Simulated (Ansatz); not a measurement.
# Na2WO4 (Fd-3m):H_i (bond centre, by O), thermodynamic levels from a 56-atom cell

Charge states of H_i (bond centre, by O) in Na2WO4 (Fd-3m), set against the band edges. Model: a cell of 56 host atoms with 1 H put in.

Program: Ansatz 0.2.0. Level of theory: place-levels on PBEsol runs: charge-transition levels and formation energies with image-charge correction and potential alignment at the atomic sites. Results are calculated unless marked as measured.

## 1. The starting structure

The cell holds 57 atoms: 16 Na, 8 W, 32 O and 1 H. Cell: a = 9.109 Å, b = 9.109 Å, c = 9.109 Å, α = 90.0°, β = 90.0°, γ = 90.0°. It derives from Na2WO4 (space group Fd-3m). Nearest the centre at fractional (0.443, 0.443, 0.443): H57 at 0.00 Å, O53 at 0.89 Å, W24 at 0.90 Å, O52 at 2.25 Å, O47 at 2.25 Å, O42 at 2.25 Å, Na9 at 3.03 Å, Na1 at 3.03 Å.

Screening for the image-charge correction: ε∞ = 2.87, ε0 = 6.09, from a response run on this crystal (DFPT, PBEsol) at that run's own cell.

The cell's shortest repeat is 9.1 Å.

## 2. Charge states

A transition level is the Fermi level at which two charge states cost the same, so each charge needs its own total energy, at its own relaxed structure.

Random displacements of about 0.05 Å break the site symmetry at the start, so that the relaxation can reach a distorted minimum if there is one. Forces are taken at one point at (¼, ¼, ¼). The cell holds 1 electron more than the neutral one, with a uniform background that keeps it neutral on the whole.

The sampling was tested on the host first: at the k-points planned (1x1x1 shifted 0.25 0.25 0.25) its energy lies 0.000 eV an atom from the dense-mesh value, under the bound of 0.02 eV set for this test; that bounds the host's error, not the defect's.

One of the inputs; charge, spin and start change from state to state.

Contents of qm1.relax/input.yaml:

```yaml
crystal:
  lattice:
    - [9.1091061, 0.0, 0.0]
    - [0.0, 9.1091061, 0.0]
    - [0.0, 0.0, 9.1091061]
  atoms:
    - { symbol: Na, position: [0.125, 0.375, 0.375] }
    - { symbol: Na, position: [0.125, 0.875, 0.875] }
[... 2 atom lines left out ...]
    - { symbol: Na, position: [0.375, 0.125, 0.375] }
[... 3 atom lines left out ...]
    - { symbol: Na, position: [0.375, 0.375, 0.125] }
[... 4 atom lines left out ...]
    - { symbol: Na, position: [0.125, 0.625, 0.625] }
    - { symbol: Na, position: [0.625, 0.125, 0.625] }
    - { symbol: Na, position: [0.625, 0.625, 0.125] }
    - { symbol: W, position: [0.25, 0.25, 0.75] }
    - { symbol: W, position: [0.25, 0.75, 0.25] }
[... 5 atom lines left out ...]
    - { symbol: W, position: [0.5, 0.5, 0.5] }
    - { symbol: O, position: [0.36328797, 0.13671203, 0.63671203] }
    - { symbol: O, position: [0.36328797, 0.63671203, 0.13671203] }
[... 2 atom lines left out ...]
    - { symbol: O, position: [0.13671203, 0.36328797, 0.63671203] }
[... 1 atom line left out ...]
    - { symbol: O, position: [0.63671203, 0.36328797, 0.13671203] }
[... 2 atom lines left out ...]
    - { symbol: O, position: [0.13671203, 0.63671203, 0.36328797] }
    - { symbol: O, position: [0.63671203, 0.13671203, 0.36328797] }
[... 6 atom lines left out ...]
    - { symbol: O, position: [0.38671203, 0.61328797, 0.61328797] }
[... 4 atom lines left out ...]
    - { symbol: O, position: [0.61328797, 0.38671203, 0.61328797] }
[... 4 atom lines left out ...]
    - { symbol: O, position: [0.61328797, 0.61328797, 0.38671203] }
    - { symbol: O, position: [0.38671203, 0.38671203, 0.38671203] }
[... 3 atom lines left out ...]
    - { symbol: H, position: [0.442943, 0.442943, 0.442943] }
  host:
    repeats: [1, 1, 1]
    atoms:
      - { symbol: Na, position: [0.125, 0.375, 0.375] }
      - { symbol: Na, position: [0.125, 0.875, 0.875] }
      # ... 54 more atoms of the perfect host
total_charge: -1
basis:
  ecutwfc: 420
  xc_grid: 2
hamiltonian:
  xc: pbesol
kpoints:
  mp_grid: { grid: [1, 1, 1], shift: [0.25, 0.25, 0.25] }
scf:
  occupations: { method: fixed }
  max_iter: 100
output:
  forces: true
  charged_corrections:
    epsilon: 2.87
    static_epsilon: 6.09
    defect_position: [0.442943, 0.442943, 0.442943]
relax:
  f_tol: 0.02
  max_steps: 80
  random_displacement: { amplitude: 0.05, seed: 2721 }
checkpoint:
  write: "../qm1.relax.run"
  compress: false
  write_wavefunctions: true
  write_every: 100000
```

Launch:

```console
> ansatz run input.yaml --threads 4 --pin off --max-ram 7536MiB --backend cpu --events-out ev --progress --plain --runs-dir out
```

Defect states can disperse in a cell of this size, so the energy is taken again at a 2×2×2 shifted mesh, on the relaxed structure.

The run of this state that the levels use, under PBEsol:

Contents of qm1.point/input.yaml:

```yaml
crystal:
  checkpoint: "../qm1.relax.run"
  host: checkpoint
total_charge: -1
basis:
  ecutwfc: 420
  xc_grid: 2
hamiltonian:
  xc: pbesol
kpoints:
  mp_grid: { grid: [2, 2, 2], shift: [0.5, 0.5, 0.5] }
scf:
  occupations: { method: fermi_dirac, width: 0.01 }
  max_iter: 100
output:
  forces: true
  eigenvalues: true
  charged_corrections:
    epsilon: 2.87
    static_epsilon: 6.09
    defect_position: [0.442943, 0.442943, 0.442943]
  eigenstates: { localisation: true }
  populations: true
  band_densities: [{ bands: [v1, v1] }, { bands: [c1, c1] }]
  write_density: true
  write_potential: true
  volumetric_format: npy
checkpoint:
  read: "../qm1.relax.run"
  write: "../qm1.point.run"
  compress: false
  write_wavefunctions: false
  write_every: 100000
```

Relaxations under PBEsol at one point at (¼, ¼, ¼); times on 4 threads of Arm Neoverse V2, shared host:

```csv
charge,moment (μB),occupations,outcome,steps,largest displacement against the far atoms (Å),time
−1,0,fixed,converged,11,0.86,91 s
0,1,fixed,converged,17,1.61,4.4 min
+1,0,fixed,converged,17,1.69,2.1 min
```

Single points under PBEsol at a 2×2×2 shifted mesh; times on 4 threads of Arm Neoverse V2, shared host:

```csv
charge,moment (μB),occupations,outcome,time
−1,0,fermi-dirac,converged,50 s
0,1,fermi-dirac,converged,1.7 min
+1,0,fermi-dirac,converged,43 s
```

Distances (Å) from H57 to the nearest atoms after relaxation with PBEsol:

```csv
charge,moment (μB),1.,2.,3.,4.,5.,6.
−1,0,O 0.98,W 2.29,Na 2.70,Na 2.70,Na 2.71,O 2.82
0,1,O 1.00,O 1.74,Na 2.14,O 2.35,W 2.42,W 2.69
+1,0,O 1.06,O 1.51,Na 2.17,W 2.36,W 2.56,O 2.68
```

## 3. place-levels, PBEsol

A charged cell interacts with its images and the background, and its potential has another zero than the host's. place-levels removes the first by a point-charge model, screened by the static dielectric constant since the ions have relaxed around the charge, and the second by comparing potentials at atoms far from the defect.

The host is a run of the defect-free crystal in the same cutoffs, grids and k-points, so that basis and sampling errors cancel in part in the differences. Its band edges come from a run of the primitive cell that searches the zone for them. Chemical potentials are energies per atom of H (H2 molecule), run with the same functional and cutoff.

Contents of levels.point.yaml:

```yaml
host:
  run: host.point.run
  levels_from: { run: edges.point.run }
states: [qm1.point.run, q0_M1.point.run, qp1.point.run]
geometry_from:
  qm1.point.run: qm1.relax.run
  q0_M1.point.run: q0_M1.relax.run
  qp1.point.run: qp1.relax.run
  host.point.run: host.relax.run
chemical_potentials:
  H:
    energy: -15.609288
    dataset: "<sha256 of the dataset>"
epsilon: 2.87
static_epsilon: 6.09
vertical:
  - { from: qm1.point.run, to: qm1.point_neutral.run }
  - { from: qp1.point.run, to: qp1.point_neutral.run }
```

Launch:

```console
> ansatz place-levels levels.point.yaml -- --threads 4 --pin off --max-ram 7536MiB
```

Numbers of over 12 decimals in the logs are rounded to 6 here.

Log:

```text
[... repeated set-up lines and file paths are left out, and long positions are rounded to six places ...]
(+1/0) 3.770 eV above the valence edge, 1.209 eV under the conduction edge
(0/-1) 4.334 eV above the valence edge, 0.645 eV under the conduction edge
formation energy of charge +1: -1.923 eV with the Fermi level at the valence edge
formation energy of charge 0: +1.847 eV with the Fermi level at the valence edge
formation energy of charge -1: +6.181 eV with the Fermi level at the valence edge
vertical -1 to 0: no energy, since no alignment is typed
  the change from vertical[0].from (qm1.point.run) to vertical[0].to (qm1.point_neutral.run): by its potential at epsilon 2.87 it stands at 0.599 0.599 0.599, with an rms radius of about 2.2 Å (1.3 1.3 1.3 Å across the planes of the cell's vectors); [...]
vertical +1 to 0: no energy, since no alignment is typed
  the change from vertical[1].from (qp1.point.run) to vertical[1].to (qp1.point_neutral.run): by its potential at epsilon 2.87 it stands at 0.439 0.559 0.430, with an rms radius of about 2.9 Å (1.7 1.6 1.7 Å across the planes of the cell's vectors); [...]
  edges by pbesol of host.levels_from (edges.point.run), its mesh sampled to repeats of 32.21 Å (the valence edge +0.048 eV and the conduction edge -0.282 eV from those of the host's own run), gap 4.979 eV; the host is sampled to repeats of 25.76 Å
  the defect's cells are sampled to repeats of 25.76 Å, like sampling
  charge +1: -123675.1073 eV with its correction of +0.359 eV, at epsilon 6.09, aligned at sites: -0.0095 eV, mean over 24 atomic sites at or beyond 4.55 Å from the defect at [0.4429, 0.4429, 0.4429], with -0.006776 for the charge's moments and without [...]
  charge 0: +0.000 eV for its dipole among its images, +0.010 omitted
  charge -1: -123658.2673 eV with its correction of +0.268 eV, at epsilon 6.09, aligned at sites: +0.1005 eV, mean over 24 atomic sites at or beyond 4.55 Å from the defect at [0.4429, 0.4429, 0.4429], with +0.000000 for the charge's moments and without [...]
  of states[2] (qp1.point.run): it parts from the run at its places by a charge that spreads by about 1.7 Å along one vector (1.6 Å or more is wide), by its potential at epsilon 2.87, taken for that of held ions (one typed too small widens it), where the cell [...]
  of states[1] (q0_M1.point.run): its displacements don't fall off away from the defect: farther atoms stand 0.032 Å off the host's places. [...]
  of vertical[1].from (qp1.point.run): its displacements don't fall off away from the defect: farther atoms stand 0.044 Å off the host's places. [...]
  of vertical[1].to (qp1.point_neutral.run): its displacements don't fall off away from the defect: farther atoms stand 0.044 Å off the host's places. [...]
```

The job ended after 0.3 s (4 threads of Arm Neoverse V2, shared host).

Under PBEsol the gap is 4.98 eV, (+1/0) 3.77, (0/−1) 4.33 eV.

Levels between the charges placed, in eV above the valence top:

```csv
,gap (eV),(+1/0),(0/−1)
PBEsol,4.98,3.77,4.33
```

Corrections by state:

```csv
charge,moment (μB),image terms and alignment (eV),band filling (eV),ε used,"over the lowest of its charge, as the program ranks them, band filling apart (eV)"
+1,0.0,0.359,-,6.09,0.000
0,1.0,0.000,-,-,0.000
−1,0.0,0.268,-,6.09,0.000
```

The charged structures listed were also run neutral, and place-levels reads from each pair, by the potential or the spins, how wide the charge is by which they differ; that can be the carrier of either run.

```csv
charge,rms radius (Å),spread where it is widest against the cell (Å),wide from (Å),reading
+1,2.9,1.74,1.58,wide
−1,2.2,1.28,1.58,narrow
```

The neutral runs of these pairs need not share the spin of the lowest neutral state, and very wide values only mean spread over the cell.

From the program's caveats on the states, each cut to its opening words:

- charge +1: it parts from the run at its places by a charge that spreads by about 1.7 Å along one vector (1.6 Å or more is wide), by its potential at epsilon 2.87, taken [...]
- charge +1: its alignment with the host at atomic sites is doubtful: the mean over the far sites moves by +0.0845 eV from their farther parts to their nearer, more than [...]
- charge +1: its displacements don't fall off away from the defect: farther atoms stand 0.044 Å off the host's places
- charge 0 (1 μB): its displacements don't fall off away from the defect: farther atoms stand 0.032 Å off the host's places

Chemical potentials of the elements' reference phases, run alike. Formation energies (elemental references), with the Fermi level at the valence top and at the conduction bottom (gap 4.98 eV):

```csv
charge,at valence top (eV),at conduction bottom (eV),correction included (eV)
+1,-1.92,3.06,0.36
0,1.85,1.85,0.00
−1,6.18,1.20,0.27
```

```json
{"Fermi level (eV)": "0.00", "lowest formation energy (eV)": "-1.92"}
{"Fermi level (eV)": "0.45", "lowest formation energy (eV)": "-1.47"}
{"Fermi level (eV)": "0.90", "lowest formation energy (eV)": "-1.02"}
{"Fermi level (eV)": "1.36", "lowest formation energy (eV)": "-0.57"}
{"Fermi level (eV)": "1.81", "lowest formation energy (eV)": "-0.11"}
{"Fermi level (eV)": "2.26", "lowest formation energy (eV)": "0.34"}
{"Fermi level (eV)": "2.72", "lowest formation energy (eV)": "0.79"}
{"Fermi level (eV)": "3.17", "lowest formation energy (eV)": "1.25"}
{"Fermi level (eV)": "3.62", "lowest formation energy (eV)": "1.70"}
{"Fermi level (eV)": "4.07", "lowest formation energy (eV)": "1.85"}
{"Fermi level (eV)": "4.53", "lowest formation energy (eV)": "1.65"}
{"Fermi level (eV)": "4.98", "lowest formation energy (eV)": "1.20"}
```

## 4. The same at the relaxations' own k-points

The relaxations' own energies give the levels at their sampling, for comparison.

Contents of levels.relax_mesh.yaml:

```yaml
host:
  run: host.relax.run
  levels_from: { run: edges.relax.run }
states: [qm1.relax.run, q0_M1.relax.run, qp1.relax.run]
chemical_potentials:
  H:
    energy: -15.609288
    dataset: "<sha256 of the dataset>"
```

Launch:

```console
> ansatz place-levels levels.relax_mesh.yaml -- --threads 4 --pin off --max-ram 7536MiB
```

Log:

```text
(+1/0) 3.774 eV above the valence edge, 1.205 eV under the conduction edge
(0/-1) 4.344 eV above the valence edge, 0.635 eV under the conduction edge
formation energy of charge +1: -1.923 eV with the Fermi level at the valence edge
formation energy of charge 0: +1.851 eV with the Fermi level at the valence edge
formation energy of charge -1: +6.195 eV with the Fermi level at the valence edge
  edges by pbesol of host.levels_from (edges.relax.run), its mesh sampled to repeats of 32.21 Å (the valence edge +0.048 eV and the conduction edge -0.282 eV from those of the host's own run), gap 4.979 eV; the host is sampled to repeats of 12.88 Å
[... the lines on each state left out ...]
```

Run time: 0.11 s. Hardware: 4 threads.

Levels between neighbouring charges, in eV above the valence top:

```csv
,gap (eV),(+1/0),(0/−1)
"one point at (¼, ¼, ¼)",4.98,3.77,4.34
a 2×2×2 shifted mesh,4.98,3.77,4.33
```

Going from one point at (¼, ¼, ¼) to a 2×2×2 shifted mesh moves the levels that carry no band-filling term by up to 0.01 eV and formation energies against the elements by up to 0.01 eV.

## 5. Placing the levels, r2SCAN

r2SCAN on the same structure is run to see how far the result rests on the functional, though not on the errors that semilocal functionals share; the sampling changes too, to one point at (¼, ¼, ¼), so differences hold both changes.

qm1.r2scan/input.yaml, as its differences from qm1.point/input.yaml of step 2:

```diff
@@ -5,8 +5,8 @@
 basis:
-  ecutwfc: 420
+  ecutwfc: 500
   xc_grid: 2
 hamiltonian:
-  xc: pbesol
+  xc: r2scan
 kpoints:
-  mp_grid: { grid: [2, 2, 2], shift: [0.5, 0.5, 0.5] }
+  mp_grid: { grid: [1, 1, 1], shift: [0.25, 0.25, 0.25] }
 scf:
@@ -28,4 +28,3 @@
 checkpoint:
-  read: "../qm1.relax.run"
-  write: "../qm1.point.run"
+  write: "../qm1.r2scan.run"
   compress: false
```

It took 27 s on 4 threads; peak memory 1.9 GiB; 1.7 min of CPU time.

Contents of levels.r2scan.yaml:

```yaml
host:
  run: host.r2scan.run
  levels_from: { run: edges.r2scan.run }
states: [qm1.r2scan.run, q0_M1.r2scan.run, qp1.r2scan.run]
geometry_from:
  qm1.r2scan.run: qm1.relax.run
  q0_M1.r2scan.run: q0_M1.relax.run
  qp1.r2scan.run: qp1.relax.run
  host.r2scan.run: host.relax.run
chemical_potentials:
  H:
    energy: -15.945667
    dataset: "<sha256 of the dataset>"
```

Launch:

```console
> ansatz place-levels levels.r2scan.yaml -- --threads 4 --pin off --max-ram 7536MiB
```

Log:

```text
(+1/0) 3.941 eV above the valence edge, 1.732 eV under the conduction edge
(0/-1) 4.704 eV above the valence edge, 0.968 eV under the conduction edge
formation energy of charge +1: -1.930 eV with the Fermi level at the valence edge
formation energy of charge 0: +2.011 eV with the Fermi level at the valence edge
formation energy of charge -1: +6.715 eV with the Fermi level at the valence edge
  edges by r2scan of host.levels_from (edges.r2scan.run), its mesh sampled to repeats of 32.21 Å (the valence edge +0.048 eV and the conduction edge -0.048 eV from those of the host's own run), gap 5.673 eV; the host is sampled to repeats of 12.88 Å
[... the lines on each state left out ...]
```

Run time: 0.17 s. Hardware: 4 threads.

Under r2SCAN the gap is 5.67 eV, (+1/0) 3.94, (0/−1) 4.70 eV.

## 6. What a wrong or other choice does

A choice is tested by changing it alone.

levels.try1.yaml is levels.point.yaml with these lines changed:

```diff
-epsilon: 2.87
-static_epsilon: 6.09
+epsilon: 500.0
+static_epsilon: 500.0
```

Launch:

```console
> ansatz place-levels levels.try1.yaml -- --threads 4 --pin off --max-ram 7536MiB
```

Log:

```text
(+1/0) 3.992 eV above the valence edge, 0.987 eV under the conduction edge
(0/-1) 4.112 eV above the valence edge, 0.867 eV under the conduction edge
formation energy of charge +1: -2.145 eV with the Fermi level at the valence edge
formation energy of charge 0: +1.847 eV with the Fermi level at the valence edge
formation energy of charge -1: +5.959 eV with the Fermi level at the valence edge
vertical -1 to 0: no energy, since no alignment is typed
vertical +1 to 0: no energy, since no alignment is typed
[...]
[... the lines on each state left out ...]
```

The change: a very large dielectric constant, which removes the point-charge term and changes the alignment.

Levels in eV above the valence top; the changed ones are not the defect's:

```csv
,gap (eV),(+1/0),(0/−1)
changed,4.98,3.99,4.11
as set up,4.98,3.77,4.33
```

The largest shift is 0.22 eV.

## 7. Cost and result

Levels between neighbouring charges, in eV above each run's own valence top:

```csv
,gap (eV),(+1/0),(0/−1),CPU time a state at this stage (restarts are quicker than cold starts)
"PBEsol, 2×2×2 shifted mesh",4.98,3.77,4.33,4.2 min
"r2SCAN on PBEsol structures, (¼, ¼, ¼)",5.67,3.94,4.70,3 min
```

## 8. Outcome

```yaml
gap_of_the_host: 4.98 eV (PBEsol)
level_plus_1_over_0: 3.77 eV above the valence top
level_0_minus_1: 4.33 eV above the valence top
lowest_of_the_charges_placed_just_above_the_valence_top_0p02_ev: +1
lowest_of_the_charges_placed_just_below_the_conduction_bottom_0p02_ev: −1
lowest_formation_energy_at_mid_gap_of_the_charges_run_elemental_references: 0.57 eV
```

**Reading.** Of the charges placed (−1, 0 and +1), the lowest changes at 3.77 eV (+1/0) and 4.33 eV (0/−1) above the valence top, in a gap of 4.98 eV. Charges above +1 and below −1 were not placed, so these runs say nothing of levels that involve them. States placed: +1 at 0 μB; 0 at 1 μB; −1 at 0 μB. Other spin states or structures, where not listed, weren't placed. At charge 0 and +1 the atom put in ends up to 1.7 Å from its starting place, so the name tells the start alone and the levels can join different sites. H is taken at its element; compounds, which aren't counted here, bound the chemical potentials and would shift these formation energies. Going from one point at (¼, ¼, ¼) to a 2×2×2 shifted mesh moves the levels that carry no band-filling term by up to 0.01 eV and formation energies against the elements by up to 0.01 eV. The program doubts the alignment of potentials for at least one state, a sign that the cell is small. What this leaves open: PBEsol makes the gap too small and tends to spread out bound carriers; where a gas molecule sets a chemical potential or the host's formation energy, its binding is uncorrected; spin–orbit coupling, which can matter with heavy atoms, is left out.

[Logs are printed without paths, hosts, clocks, repeated set-up lines and the standing remarks that a program may print on its own settings, such as how far it seeks lower states.]

[Hosts, paths, dates, database ids (printed as entryN), source tags and the programs' standing remarks are cut or masked in the printed files.]

[Where a table of states has a column of steps, it counts the stored structures, which are thinned; the runs took as many ionic steps or more.]

[A defect's name tells the site on which it was built; relaxed atoms can leave that site.]

[For some hosts the program warned that the k-mesh of the response run may be too coarse for force constants and the static dielectric constant; such warnings are not shown here.]
